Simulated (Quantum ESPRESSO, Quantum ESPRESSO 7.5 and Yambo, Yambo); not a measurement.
**Gap slopes of SrTiO3 (Tausonite) from G0W0 (hydrostatic strain)**

Does PBE give the same change of gap under hydrostatic strain as G0W0? The case is SrTiO3 (Tausonite).

Calculated with Quantum ESPRESSO 7.5 and Yambo 5.3.0; PBE and many-body steps on it, plane waves.

Report form: the programs' logs are mostly left out.

## 1. The structure

It takes space group Pm-3m (No. 221, cubic). The conventional cell has a = 3.905 Å, b = 3.905 Å, c = 3.905 Å, α = 90.00°, β = 90.00°, γ = 90.00°. Nearest to Sr lie 12 O at 2.76 Å. Ti has 6 O at 1.95 Å nearest. O has 2 Ti at 1.95 Å and 4 Sr at 2.76 Å nearest. Farther neighbours and most contacts between anions are not listed.

The cell and positions come from the Crystallography Open Database and are kept as given unless a step says otherwise.

## 2. Ground state

This step: Quantum ESPRESSO 7.5; DFT, PBE, plane waves, norm-conserving pseudopotentials.

The ground-state density comes first.

The input, pw.in:

```
&control
  calculation = 'scf'
  prefix = 'x'
  outdir = 'o'
  pseudo_dir = 'pseudo'
/
&system
  ibrav = 0
  nat = 5
  ntyp = 3
  ecutwfc = 76.0
  nbnd = 26
  force_symmorphic = .true.
/
&electrons
  conv_thr = 1e-10
  electron_maxstep = 80
  mixing_beta = 0.5
/
ATOMIC_SPECIES
  Sr 87.62 Sr.upf
  Ti 47.867 Ti.upf
  O 15.999 O.upf
CELL_PARAMETERS angstrom
  3.9052800000 0.0000000000 0.0000000000
  0.0000000000 3.9052800000 0.0000000000
  0.0000000000 0.0000000000 3.9052800000
ATOMIC_POSITIONS crystal
  Sr 0.5000000000 0.5000000000 0.5000000000
  Ti 0.0000000000 0.0000000000 0.0000000000
  O 0.5000000000 0.0000000000 0.0000000000
  O 0.0000000000 0.5000000000 0.0000000000
  O 0.0000000000 0.0000000000 0.5000000000
K_POINTS automatic
  6 6 6 0 0 0
```

Launch:

```
OMP_NUM_THREADS=1 mpirun -n 4 pw.x -nk 4 -in pw.in > pw.out
```

Run time: 15 s. Hardware: 4 MPI ranks of Arm Neoverse V1, shared host; peak memory 0.32 GiB.

This step gave:

```yaml
total_energy: -3905.9468 eV
gap: 1.908 eV
k_of_the_valence_top: -0.5, -0.5, -0.5
k_of_the_conduction_bottom: 0, 0, 0
least_direct_gap: 2.263 eV
```

The gap is indirect, with the least direct gap 0.36 eV higher.

## 3. Empty states on the mesh, 4×4×4 mesh, 209 bands

The sums over transitions need many empty states on a uniform mesh; this step solves for them.

Edit pw.in of step 2 so:

```diff
@@ -1,3 +1,3 @@
 &control
-  calculation = 'scf'
+  calculation = 'nscf'
   prefix = 'x'
@@ -11,3 +11,3 @@
   ecutwfc = 76.0
-  nbnd = 26
+  nbnd = 209
   force_symmorphic = .true.
@@ -15,5 +15,6 @@
 &electrons
-  conv_thr = 1e-10
+  conv_thr = 1e-9
   electron_maxstep = 80
-  mixing_beta = 0.5
+  diago_full_acc = .true.
+  diago_thr_init = 5e-6
 /
@@ -34,2 +35,2 @@
 K_POINTS automatic
-  6 6 6 0 0 0
+  4 4 4 0 0 0
```

Elapsed: 30 s, on 4 MPI ranks; peak memory 0.54 GiB; 2 min of CPU time.

This step gave:

| Property | Result |
| --- | --- |
| gap | 1.908 eV |
| k of the valence top | -0.5, -0.5, -0.5 |
| k of the conduction bottom | 0, 0, 0 |
| least direct gap | 2.263 eV |
| k points computed | 10 |
| lowest point of the top converged band, above the valence top | 111.8202 eV |

On this mesh the gap is 1.908 eV.

## 4. Conversion and set-up

This step: Yambo 5.3.0; conversion and set-up on PBE, plane waves, norm-conserving pseudopotentials.

The states are converted to the many-body program's format and the q mesh is built.

Launch:

```
(cd o/x.save; p2y > p2y.log; mv SAVE ../..); yambo > setup.log
```

It took 3.4 s on 1 MPI rank; peak memory 0.25 GiB.

## 5. G0W0, strain +0 %

G0W0 replaces the xc potential by the self-energy, built once from these orbitals. Only a window of levels is corrected, while the sums run over the empty bands that the input names.

This step: G0W0 on PBE, plane waves, norm-conserving pseudopotentials.

The input, gw1.in:

```
HF_and_locXC
gw0
dyson
ppa
em1d
rim_cut
RandQpts= 1000000
RandGvec= 1 RL
EXXRLvcs= 76 Ry
VXCRLvcs= 304 Ry
Chimod= "HARTREE"
% BndsRnXp
 1 | 209 |
%
NGsBlkXp= 16 Ry
% LongDrXp
 1 | 1 | 1 |
%
% GbndRnge
 1 | 209 |
%
DysSolver= "n"
ExtendOut
PPAPntXp= 27.21138 eV
% QPkrange
 10 | 10 | 19 | 22 |
 1 | 1 | 19 | 22 |
%
```

Launch:

```
OMP_NUM_THREADS=1 mpirun -n 4 yambo -F gw1.in -J gw1 -C gw1 > gw1.log
```

The job ended after 9.6 min (4 MPI ranks; peak memory 2 GiB; 38 min of CPU time).

This step gave:

```yaml
g0w0_gap_on_the_points_computed: 3.467 eV
starting_gap_on_the_mesh: 1.908 eV
k_of_the_valence_top: -0.5, -0.5, -0.5
k_of_the_conduction_bottom: 0, 0, 0
least_direct_g0w0_gap_on_the_computed_points: 3.840 eV
z_at_the_valence_top: 0.7626
z_at_the_conduction_bottom: 0.7761
```

The gap on the mesh goes from 1.91 eV to 3.47 eV, a correction of +1.56 eV.

## 6. G0W0, strain -1 %

The cell differs from the one that the last finished run ended in (a 3.905 → 3.866 Å, b 3.905 → 3.866 Å, c 3.905 → 3.866 Å).

gw2.in, as its differences from gw1.in of step 5:

```diff
@@ -14,3 +14,3 @@
 %
-NGsBlkXp= 16 Ry
+NGsBlkXp= 485 RL
 % LongDrXp
```

Launch:

```
OMP_NUM_THREADS=1 mpirun -n 4 yambo -F gw2.in -J gw2 -C gw2 > gw2.log
```

Elapsed: 10 min, on 4 MPI ranks; peak memory 2 GiB; 42 min of CPU time.

Numbers from this step:

| Quantity | Value |
| --- | --- |
| G0W0 gap on the points computed | 3.557 eV |
| starting gap on the mesh | 1.965 eV |
| k of the valence top | -0.5, -0.5, -0.5 |
| k of the conduction bottom | 0, 0, 0 |
| least direct G0W0 gap on the computed points | 3.907 eV |

The gap on the mesh goes from 1.96 eV to 3.56 eV, a correction of +1.59 eV.

Ground state, empty states and screening of this cell were made anew, as for the first cell; those steps are not shown. 

## 7. G0W0, strain +1 %

The cell differs from the one that the last finished run ended in (a 3.866 → 3.944 Å, b 3.866 → 3.944 Å, c 3.866 → 3.944 Å).

gw3.in is the same as gw2.in of step 6.

Launch:

```
OMP_NUM_THREADS=1 mpirun -n 4 yambo -F gw3.in -J gw3 -C gw3 > gw3.log
```

Wall time 10 min (4 MPI ranks); peak memory 2 GiB.

Numbers from this step:

```yaml
g0w0_gap_on_the_points_computed: 3.375 eV
starting_gap_on_the_mesh: 1.849 eV
k_of_the_valence_top: -0.5, -0.5, -0.5
k_of_the_conduction_bottom: 0, 0, 0
least_direct_g0w0_gap_on_the_computed_points: 3.766 eV
```

The gap on the mesh goes from 1.85 eV to 3.37 eV, a correction of +1.53 eV.

Again on this cell's own states.

## 8. G0W0, strain -2 %

The cell differs from the one that the last finished run ended in (a 3.944 → 3.827 Å, b 3.944 → 3.827 Å, c 3.944 → 3.827 Å).

gw4.in is the same as gw3.in of step 7.

Launch:

```
OMP_NUM_THREADS=1 mpirun -n 4 yambo -F gw4.in -J gw4 -C gw4 > gw4.log
```

Wall time 10 min (4 MPI ranks); peak memory 1.7 GiB.

This step gave:

```yaml
g0w0_gap_on_the_points_computed: 3.643 eV
starting_gap_on_the_mesh: 2.021 eV
k_of_the_valence_top: -0.5, -0.5, -0.5
k_of_the_conduction_bottom: 0, 0, 0
least_direct_g0w0_gap_on_the_computed_points: 3.967 eV
```

The gap on the mesh goes from 2.02 eV to 3.64 eV, a correction of +1.62 eV.

Again on this cell's own states.

## 9. G0W0, strain +2 %

The cell differs from the one that the last finished run ended in (a 3.827 → 3.983 Å, b 3.827 → 3.983 Å, c 3.827 → 3.983 Å).

gw5.in is the same as gw4.in of step 8.

Launch:

```
OMP_NUM_THREADS=1 mpirun -n 4 yambo -F gw5.in -J gw5 -C gw5 > gw5.log
```

Wall time 11 min (4 MPI ranks); peak memory 2 GiB.

This step gave:

- G0W0 gap on the points computed: 3.275 eV
- starting gap on the mesh: 1.790 eV
- k of the valence top: -0.5, -0.5, -0.5
- k of the conduction bottom: 0, 0, 0
- least direct G0W0 gap on the computed points: 3.683 eV

The gap on the mesh goes from 1.79 eV to 3.28 eV, a correction of +1.49 eV.

Again on this cell's own states.

## 10. The series

One mesh (4×4×4), Godby-Needs plasmon pole, 209 bands in every cell; hydrostatic strain per length. Fractional positions are the same in all cells.

```tsv
strain (%)	PBE gap (eV)	G0W0 gap (eV)	least direct G0W0 gap (eV)	G0W0 edges
-2	2.021	3.643	3.967	(-0.500, -0.500, -0.500) to Γ
-1	1.965	3.557	3.907	(-0.500, -0.500, -0.500) to Γ
+0	1.908	3.467	3.840	(-0.500, -0.500, -0.500) to Γ
+1	1.849	3.375	3.766	(-0.500, -0.500, -0.500) to Γ
+2	1.790	3.275	3.683	(-0.500, -0.500, -0.500) to Γ
```

## 11. Results

- slope under compression: −57 (PBE) and −88 (G0W0) meV per %
- slope under tension: −59 (PBE) and −96 (G0W0) meV per %
- GW settings, unstrained cell: 4×4×4 mesh, 209 bands
- known limits: not at the basis limit; no spin-orbit coupling; coarse k mesh

**Reading.** On the side of compression the slopes of gap against strain are −57 (PBE) and −88 (G0W0) meV per %. On the side of tension the slopes of gap against strain are −59 (PBE) and −96 (G0W0) meV per %. One line through all points gives volume deformation potentials of -1.93 eV (PBE) and -3.06 eV (G0W0). Gaps are read on the mesh, so a valley between its points is missed. Bands and cutoff are finite, so the gap is not at the basis limit. The miss can reach some tenths of an eV and take either sign; the mesh is an error of its own. In the G0W0 run levels were corrected at 2 k points alone, so a gap called «on the mesh» is the least over those, and an edge elsewhere would be missed. The 4×4×4 mesh is coarse for this cell, which bears on the long-range parts of exchange and screening. This is the ideal cubic cell; many perovskites, halides above all, are cubic only on average, and local tilts or off-centring can widen the gap. The many-body steps are scalar-relativistic: spin-orbit coupling is not in them.

[Paths, hosts, dates, memory and timing lines, banners, echoed tables and standing remarks are left out of the program output.]

[Logs are printed without paths, hosts, clocks, repeated set-up lines and the standing remarks that a program may print on its own settings, such as how far it seeks lower states.]

[Runs of the session that timed out or met a known fault of the program may be left out.]

[Hosts, paths, dates, database ids (printed as entryN), source tags and the programs' standing remarks are cut or masked in the printed files.]
